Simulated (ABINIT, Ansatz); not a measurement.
## InGaN2 (P3m1): changed settings of a GW run in ABINIT

Aim: change inputs of a GW run on InGaN2 (P3m1) and see what moves.

Program: ABINIT 10.8.3. Level of theory: LDA and many-body steps on it, plane waves. Results are calculated unless marked as measured.

## (1) Starting point

It takes space group P3m1 (No. 156, trigonal). Conventional cell: a = 3.399 Å, b = 3.399 Å, c = 5.552 Å, α = 90.00°, β = 90.00°, γ = 120.00°. Nearest to In lie 4 N at 2.13 to 2.20 Å. Nearest to Ga lie 4 N at 1.94 to 2.05 Å. N has 1 Ga at 1.94 Å and 3 In at 2.13 Å nearest. Nearest to N lie 3 Ga at 2.05 Å and 1 In at 2.20 Å. Farther neighbours and most contacts between anions are not listed.

The cell and positions are those that the Materials Project relaxed with its own functionals (PBE, PBE+U or r2SCAN), kept fixed.

## (2) Screening, 3×3×2 mesh, 93 bands, screening to 141.5 eV

This step: ABINIT 10.8.3; RPA screening on LDA, plane waves, norm-conserving pseudopotentials.

The RPA dielectric matrix is built and inverted for each q.

run.abi

```
acell 3*1.0 Angstrom
rprim 
  3.399288205422 -0.000000000005 0.000000000000
  -1.699644102707 2.943869940683 0.000000000000
  0.000000000000 0.000000000000 5.551613000000
ntypat 3
znucl 49 31 7
natom 4
typat 1 2 3 3
xred 
  0.000000000000 0.000000000000 0.998402000000
  0.666666666667 0.333333333333 0.495356000000
  0.666666666667 0.333333333333 0.145617000000
  0.000000000000 0.000000000000 0.602224000000
pp_dirpath "pseudos"
pseudos "In.upf, Ga.upf, N.upf"
ecut 45
ngkpt 3 3 2
nshiftk 1
shiftk 0 0 0
kptopt 1
chksymbreak 0
istwfk *1
occopt 1
irdwfk 1
optdriver 3
nband 93
ecuteps 5.2
inclvkb 2
awtr 1
symchi 1
indata_prefix "in"
outdata_prefix "out"
tmpdata_prefix "tmp"
```

Command:

```sh
OMP_NUM_THREADS=1 mpirun -n 4 abinit run.abi > log
```

The program printed:

```text
.Version 10.8.3 of ABINIT. v10.8.2 released Aug 2026.

 Symmetries : space group P3 m 1 (#156); Bravais hP (primitive hexag.)
[... echo of the input left out ...]
== DATASET  1 ==================================================================
-   mpi_nproc: 4, omp_nthreads: 1 (-1 if OMP is not activated)

--- !DatasetInfo
iteration_state: {dtset: 1, }
dimensions: {natom: 4, nkpt: 6, mband: 93, nsppol: 1, nspinor: 1, nspden: 1, mpw: 5432, }
cutoff_energies: {ecut:  45.0, pawecutdg:  -1.0, }
electrons: {nelect:   5.20000000E+01, charge:   0.00000000E+00, occopt:   1.00000000E+00, tsmear:   1.00000000E-02, }

 SCREENING: Calculation of the susceptibility and dielectric matrices

 Based on a program developped by R.W. Godby, V. Olevano, G. Onida, and L. Reining.
 Incorporated in ABINIT by V. Olevano, G.-M. Rignanese, and M. Torrent.
.Using double precision arithmetic ; gwpc =  8

[... cell and pseudopotentials left out ...]
--------------------------------------------------------------------------------

 ==== K-mesh for the wavefunctions ====
 Number of points in the irreducible wedge :     6
[... list of points left out ...]
 Together with  6 symmetry operations and time-reversal symmetry
 yields    18 points in the full Brillouin Zone.

 ==== Q-mesh for the screening function ====
 Number of points in the irreducible wedge :     6
[... list of points left out ...]
 Together with  6 symmetry operations and time-reversal symmetry
 yields    18 points in the full Brillouin Zone.

 setmesh: FFT mesh size selected  =    24x   24x   45
          total number of points  =        25920

 vcoul_init : cutoff-mode = AUXILIARY_FUNCTION
 q-points for optical limit:   1
     1)      0.000010    0.000020    0.000030

- screening: taking advantage of time-reversal symmetry
- Maximum band index for partially occupied states nbvw = 26
- Remaining bands to be divided among processors   nbcw = 67
- Number of bands treated by each node ~16

 Number of electrons calculated from density =   52.0000; Expected =   52.0000
 average of density, n =  0.138701
 r_s =    1.1984
 omega_plasma =   35.9249 [eV]

 calculating chi0 at frequencies [eV] :
  1    0.000000E+00    0.000000E+00
  2    0.000000E+00    3.592494E+01

--------------------------------------------------------------------------------
  q-point number  1        q = ( 0.000000, 0.000000, 0.000000) [r.l.u.]
--------------------------------------------------------------------------------
[... chi0 elements left out ...]
 For q-point:  0.000010 0.000020 0.000030
  dielectric constant = 730.1275
  dielectric constant without local fields = 947.9490

  Average fulfillment of the sum rule on Im[epsilon] for q-point    1 :     39.22  [%]
[... wings left out ...]
  q-point number  2        q = ( 0.333333, 0.000000, 0.000000) [r.l.u.]
--------------------------------------------------------------------------------
[... chi0 elements left out ...]
  Average fulfillment of the sum rule on Im[epsilon] for q-point    2 :     44.12  [%]

 [... 4 further q-points ...]
```

The job ended after 40 s (4 MPI ranks of Arm Neoverse N1, shared host; peak memory 0.85 GiB; 2.7 min of CPU time).

This step gave:

| Item | Value |
| --- | --- |
| ε∞ with local fields, on this mesh, along the program's q direction | 730.1 |
| the same without local fields | 947.9 |
| plasma frequency | 35.92 eV |
| plane waves in the screening matrix | 233 |

Local fields lower ε∞ by 23 %. The value itself is an artefact of the mesh, where one narrow direct gap carries too much weight.

## (3) Base

The self-energy is evaluated for the states that the input lists, and the levels follow from it, in one-shot runs by the linearised quasiparticle equation.

This step: G0W0 on LDA, plane waves, norm-conserving pseudopotentials.

Changes to run.abi since step 2:

```diff
@@ -25,8 +25,15 @@
 irdwfk 1
-optdriver 3
+optdriver 4
 nband 93
+gwcalctyp 0
+ecutsigx 45
+symsigma 1
+nkptgw 1
+kptgw 
+  0.0000000000 0.0000000000 0.0000000000
+bdgw 
+  25 28
 ecuteps 5.2
-inclvkb 2
-awtr 1
-symchi 1
+irdscr 1
+ppmodel 1
 indata_prefix "in"
```

The program printed:

```text
.Version 10.8.3 of ABINIT. v10.8.2 released Aug 2026.

 Symmetries : space group P3 m 1 (#156); Bravais hP (primitive hexag.)
[... echo of the input left out ...]
== DATASET  1 ==================================================================
-   mpi_nproc: 4, omp_nthreads: 1 (-1 if OMP is not activated)

--- !DatasetInfo
iteration_state: {dtset: 1, }
dimensions: {natom: 4, nkpt: 6, mband: 93, nsppol: 1, nspinor: 1, nspden: 1, mpw: 5432, }
cutoff_energies: {ecut:  45.0, pawecutdg:  -1.0, }
electrons: {nelect:   5.20000000E+01, charge:   0.00000000E+00, occopt:   1.00000000E+00, tsmear:   1.00000000E-02, }

 SIGMA: Calculation of the GW corrections

 Based on a program developped by R.W. Godby, V. Olevano, G. Onida, and L. Reining.
 Incorporated in ABINIT by V. Olevano, G.-M. Rignanese, and M. Torrent.
.Using double precision arithmetic ; gwpc =  8

[... cell and pseudopotentials left out ...]
--------------------------------------------------------------------------------

 ==== K-mesh for the wavefunctions ====
 Number of points in the irreducible wedge :     6
[... list of points left out ...]
 Together with  6 symmetry operations and time-reversal symmetry
 yields    18 points in the full Brillouin Zone.

 ==== Q-mesh for screening function ====
 Number of points in the irreducible wedge :     6
[... list of points left out ...]
 Together with  6 symmetry operations and time-reversal symmetry
 yields    18 points in the full Brillouin Zone.

 vcoul_init : cutoff-mode = AUXILIARY_FUNCTION
 q-points for optical limit:   1
     1)      0.000010    0.000020    0.000030
 setmesh: FFT mesh size selected  =    36x   36x   64
          total number of points  =        82944

 Number of electrons calculated from density =   52.0000; Expected =   52.0000
 average of density, n =  0.138701
 r_s =    1.1984
 omega_plasma =   35.9249 [eV]

 === KS Band Gaps ===
  >>>> For spin  1
   Minimum direct gap =   0.2349 [eV], located at k-point      :   0.0000  0.0000  0.0000
   Fundamental gap    =   0.2349 [eV], Top of valence bands at :   0.0000  0.0000  0.0000
                                       Bottom of conduction at :   0.0000  0.0000  0.0000
 SIGMA fundamental parameters:
 PLASMON POLE MODEL  1
 number of plane-waves for SigmaX                 5383
 number of plane-waves for SigmaC and W            233
 number of plane-waves for wavefunctions          5383
 number of bands                                    93
 number of independent spin polarizations            1
 number of spinorial components                      1
 number of k-points in IBZ                           6
 number of q-points in IBZ                           6
 number of symmetry operations                       6
 number of k-points in BZ                           18
 number of q-points in BZ                           18
 number of frequencies for dSigma/dE                 9
 frequency step for dSigma/dE [eV]                0.25
 number of omega for Sigma on real axis              0
 max omega for Sigma on real axis  [eV]           0.00
 zcut for avoiding poles [eV]                     0.10

 EPSILON^-1 parameters (SCR file):
 dimension of the eps^-1 matrix on file            233
 dimension of the eps^-1 matrix used               233
 number of plane-waves for wavefunctions          5383
 number of bands                                    93
 number of q-points in IBZ                           6
 number of frequencies                               2
 number of real frequencies                          1
 number of imag frequencies                          1

 matrix elements of self-energy operator (all in [eV])

 Perturbative Calculation

--- !SelfEnergy_ee
iteration_state: {dtset: 1, }
kpoint     : [   0.000,    0.000,    0.000, ]
spin       : 1
KS_gap     :    0.235
QP_gap     :    0.725
Delta_QP_KS:    0.490
data: !SigmaeeData |
     Band     E0 <VxcDFT>   SigX SigC(E0)      Z dSigC/dE  Sig(E)    E-E0       E
       25   6.073 -18.214 -21.589   3.730   0.775  -0.290 -17.939   0.275   6.349
       26   6.073 -18.214 -21.589   3.730   0.775  -0.290 -17.939   0.275   6.349
       27   6.308 -14.069  -9.826  -3.292   0.806  -0.241 -13.303   0.766   7.074
       28   9.139 -13.894  -8.530  -4.121   0.816  -0.226 -12.880   1.014  10.153

== END DATASET(S) ==============================================================
================================================================================

 -outvars: echo values of variables after computation  --------
           etotal      0.0000000000E+00
            nband          93
             nkpt           6
          spgroup         156
 [... the other variables as echoed above ...]

 Calculation completed.
```

Wall time 8.8 s (4 MPI ranks); peak memory 0.68 GiB; 35 s of CPU time.

This step gave:

| Item | Value |
| --- | --- |
| G0W0 gap on the points computed | 0.7250 eV |
| starting gap on the mesh | 0.2351 eV |
| k of the valence top | 0, 0, 0 |
| k of the conduction bottom | 0, 0, 0 |
| Z at the valence top | 0.775 |
| Z at the conduction bottom | 0.806 |
| least direct G0W0 gap on the computed points | 0.7250 eV |

The gap on the mesh goes from 0.24 eV to 0.72 eV, a correction of +0.49 eV.

## (4) Scissors in G

Changes to run.abi since step 3:

```diff
@@ -38,2 +38,3 @@
 ppmodel 1
+mbpt_sciss 0.5 eV
 indata_prefix "in"
```

The program printed:

```text
.Version 10.8.3 of ABINIT. v10.8.2 released Aug 2026.

 Symmetries : space group P3 m 1 (#156); Bravais hP (primitive hexag.)
[... echo of the input left out ...]
== DATASET  1 ==================================================================
-   mpi_nproc: 4, omp_nthreads: 1 (-1 if OMP is not activated)

--- !DatasetInfo
iteration_state: {dtset: 1, }
dimensions: {natom: 4, nkpt: 6, mband: 93, nsppol: 1, nspinor: 1, nspden: 1, mpw: 5432, }
cutoff_energies: {ecut:  45.0, pawecutdg:  -1.0, }
electrons: {nelect:   5.20000000E+01, charge:   0.00000000E+00, occopt:   1.00000000E+00, tsmear:   1.00000000E-02, }

 SIGMA: Calculation of the GW corrections

 Based on a program developped by R.W. Godby, V. Olevano, G. Onida, and L. Reining.
 Incorporated in ABINIT by V. Olevano, G.-M. Rignanese, and M. Torrent.
.Using double precision arithmetic ; gwpc =  8

[... cell and pseudopotentials left out ...]
--------------------------------------------------------------------------------

 ==== K-mesh for the wavefunctions ====
 Number of points in the irreducible wedge :     6
[... list of points left out ...]
 Together with  6 symmetry operations and time-reversal symmetry
 yields    18 points in the full Brillouin Zone.

 ==== Q-mesh for screening function ====
 Number of points in the irreducible wedge :     6
[... list of points left out ...]
 Together with  6 symmetry operations and time-reversal symmetry
 yields    18 points in the full Brillouin Zone.

 vcoul_init : cutoff-mode = AUXILIARY_FUNCTION
 q-points for optical limit:   1
     1)      0.000010    0.000020    0.000030
 setmesh: FFT mesh size selected  =    36x   36x   64
          total number of points  =        82944

 Number of electrons calculated from density =   52.0000; Expected =   52.0000
[...]
number of q-points in IBZ                           6
 number of symmetry operations                       6
 number of k-points in BZ                           18
 number of q-points in BZ                           18
 number of frequencies for dSigma/dE                 9
 frequency step for dSigma/dE [eV]                0.25
 number of omega for Sigma on real axis              0
 max omega for Sigma on real axis  [eV]           0.00
 zcut for avoiding poles [eV]                     0.10
 scissor energy [eV]                              0.50

 EPSILON^-1 parameters (SCR file):
 dimension of the eps^-1 matrix on file            233
 dimension of the eps^-1 matrix used               233
 number of plane-waves for wavefunctions          5383
 number of bands                                    93
 number of q-points in IBZ                           6
 number of frequencies                               2
 number of real frequencies                          1
 number of imag frequencies                          1

 matrix elements of self-energy operator (all in [eV])

 Perturbative Calculation

--- !SelfEnergy_ee
iteration_state: {dtset: 1, }
kpoint     : [   0.000,    0.000,    0.000, ]
spin       : 1
KS_gap     :    0.235
QP_gap     :    0.777
Delta_QP_KS:    0.542
data: !SigmaeeData |
     Band     E0 <VxcDFT>   SigX SigC(E0)      Z dSigC/dE  Sig(E)    E-E0       E
       25   6.073 -18.214 -21.589   3.759   0.776  -0.288 -17.916   0.298   6.371
       26   6.073 -18.214 -21.589   3.759   0.776  -0.288 -17.916   0.298   6.371
       27   6.308 -14.069  -9.826  -3.322   0.807  -0.239 -13.229   0.840   7.148
       28   9.139 -13.894  -8.530  -4.139   0.816  -0.225 -12.802   1.092  10.231

== END DATASET(S) ==============================================================
================================================================================

 -outvars: echo values of variables after computation  --------
           etotal      0.0000000000E+00
            nband          93
             nkpt           6
          spgroup         156
 [... the other variables as echoed above ...]

 Calculation completed.
```

Elapsed: 8.8 s, on 4 MPI ranks; peak memory 0.68 GiB.

Numbers from this step:

```
G0W0 gap on the points computed              : 0.7770 eV
starting gap on the mesh                     : 0.2351 eV
k of the valence top                         : 0, 0, 0
k of the conduction bottom                   : 0, 0, 0
Z at the valence top                         : 0.776
Z at the conduction bottom                   : 0.807
least direct G0W0 gap on the computed points : 0.7770 eV
```

## (5) Exchange cutoff of one hartree

Changes to run.abi since step 4:

```diff
@@ -28,3 +28,3 @@
 gwcalctyp 0
-ecutsigx 45
+ecutsigx 1
 symsigma 1
@@ -38,3 +38,2 @@
 ppmodel 1
-mbpt_sciss 0.5 eV
 indata_prefix "in"
```

The program printed:

```text
.Version 10.8.3 of ABINIT. v10.8.2 released Aug 2026.

 Symmetries : space group P3 m 1 (#156); Bravais hP (primitive hexag.)
[... echo of the input left out ...]
== DATASET  1 ==================================================================
-   mpi_nproc: 4, omp_nthreads: 1 (-1 if OMP is not activated)

--- !DatasetInfo
iteration_state: {dtset: 1, }
dimensions: {natom: 4, nkpt: 6, mband: 93, nsppol: 1, nspinor: 1, nspden: 1, mpw: 5432, }
cutoff_energies: {ecut:  45.0, pawecutdg:  -1.0, }
electrons: {nelect:   5.20000000E+01, charge:   0.00000000E+00, occopt:   1.00000000E+00, tsmear:   1.00000000E-02, }

 SIGMA: Calculation of the GW corrections

 Based on a program developped by R.W. Godby, V. Olevano, G. Onida, and L. Reining.
 Incorporated in ABINIT by V. Olevano, G.-M. Rignanese, and M. Torrent.
.Using double precision arithmetic ; gwpc =  8

[... cell and pseudopotentials left out ...]
--------------------------------------------------------------------------------

 ==== K-mesh for the wavefunctions ====
 Number of points in the irreducible wedge :     6
[... list of points left out ...]
 Together with  6 symmetry operations and time-reversal symmetry
 yields    18 points in the full Brillouin Zone.

 ==== Q-mesh for screening function ====
 Number of points in the irreducible wedge :     6
[... list of points left out ...]
 Together with  6 symmetry operations and time-reversal symmetry
 yields    18 points in the full Brillouin Zone.

 vcoul_init : cutoff-mode = AUXILIARY_FUNCTION
 q-points for optical limit:   1
     1)      0.000010    0.000020    0.000030
 setmesh: FFT mesh size selected  =    20x   20x   36
          total number of points  =        14400

 Number of electrons calculated from density =   52.0000; Expected =   52.0000
[...]
number of k-points in IBZ                           6
 number of q-points in IBZ                           6
 number of symmetry operations                       6
 number of k-points in BZ                           18
 number of q-points in BZ                           18
 number of frequencies for dSigma/dE                 9
 frequency step for dSigma/dE [eV]                0.25
 number of omega for Sigma on real axis              0
 max omega for Sigma on real axis  [eV]           0.00
 zcut for avoiding poles [eV]                     0.10

 EPSILON^-1 parameters (SCR file):
 dimension of the eps^-1 matrix on file            233
 dimension of the eps^-1 matrix used                23
 number of plane-waves for wavefunctions          5383
 number of bands                                    93
 number of q-points in IBZ                           6
 number of frequencies                               2
 number of real frequencies                          1
 number of imag frequencies                          1

 matrix elements of self-energy operator (all in [eV])

 Perturbative Calculation

--- !SelfEnergy_ee
iteration_state: {dtset: 1, }
kpoint     : [   0.000,    0.000,    0.000, ]
spin       : 1
KS_gap     :    0.235
QP_gap     :   -0.680
Delta_QP_KS:   -0.915
data: !SigmaeeData |
     Band     E0 <VxcDFT>   SigX SigC(E0)      Z dSigC/dE  Sig(E)    E-E0       E
       25   6.073 -18.214 -15.394   3.639   0.812  -0.231 -12.968   5.246  11.319
       26   6.073 -18.214 -15.394   3.639   0.812  -0.231 -12.968   5.246  11.319
       27   6.308 -14.069  -5.284  -3.569   0.830  -0.204  -9.738   4.331  10.639
       28   9.139 -13.894  -4.607  -4.022   0.833  -0.201  -9.510   4.384  13.523

== END DATASET(S) ==============================================================
================================================================================

 -outvars: echo values of variables after computation  --------
           etotal      0.0000000000E+00
            nband          93
             nkpt           6
          spgroup         156
 [... the other variables as echoed above ...]

 Calculation completed.
```

Run time: 5.9 s. Hardware: 4 MPI ranks; peak memory 0.19 GiB.

The run ended normally, though the input holds a fault or crude settings.

The fault put into this input: exchange cutoff of one hartree. It printed a gap of -0.68 eV, an artefact of the input.

## (6) The runs together

Times are wall times on 4 MPI ranks of Arm Neoverse N1, shared host, good to a factor of about two. A run's time includes the screening step that it read.

```csv
run,mesh,bands,screening cutoff (eV),DFT gap (eV),gap on the mesh (eV),direct (eV),ε∞ used,time
base,3×3×2,93,141.5,0.235,0.725,0.725,730.13,49 s
scissors in G,3×3×2,93,141.5,0.235,0.777,0.777,730.13,49 s
```

## (7) What came out

```
base          : 0.725 eV
scissors in G : 0.777 eV
known limits  : not at the basis limit; screening runs away on this mesh; no spin-orbit coupling; coarse k mesh
```

In words: Scissors in G: +0.052 eV against base (keys changed: mbpt_sciss). Bands and cutoff are finite, so the gap is not at the basis limit. The miss can reach some tenths of an eV and take either sign; the mesh is an error of its own. In the first G0W0 run levels were corrected at 1 k point alone, so a gap called «on the mesh» is the least over those, and an edge elsewhere would be missed. The 3×3×2 mesh is coarse for this cell, which bears on the long-range parts of exchange and screening. For the LDA start: On this mesh the RPA ε∞ passes 90, more than nearly any semiconductor shows; a coarse mesh does this where one point with a narrow direct gap carries much weight. The screening is then too strong, and the G0W0 gap should not be taken as the material's. The many-body steps are scalar-relativistic: spin-orbit coupling is not in them.

[Paths, hosts, dates, memory and timing lines, banners, echoed tables and standing remarks are left out of the program output.]

[Logs are printed without paths, hosts, clocks, repeated set-up lines and the standing remarks that a program may print on its own settings, such as how far it seeks lower states.]

[Runs of the session that timed out or met a known fault of the program may be left out.]

[No measured gap is set beside runs whose start may be inverted or whose files or cutoffs have a known fault.]

[Hosts, paths, dates, database ids (printed as entryN), source tags and the programs' standing remarks are cut or masked in the printed files.]

[G0W0 gaps are taken among the corrected bands and points alone; a level outside them can change the order at an edge.]

[Where Ansatz stands beside ABINIT at settings called matched, ABINIT's density can come from a denser mesh and the files from another edition; pairs whose starting gaps differed by over 0.03 eV were left out, so agreement reads better than it is.]
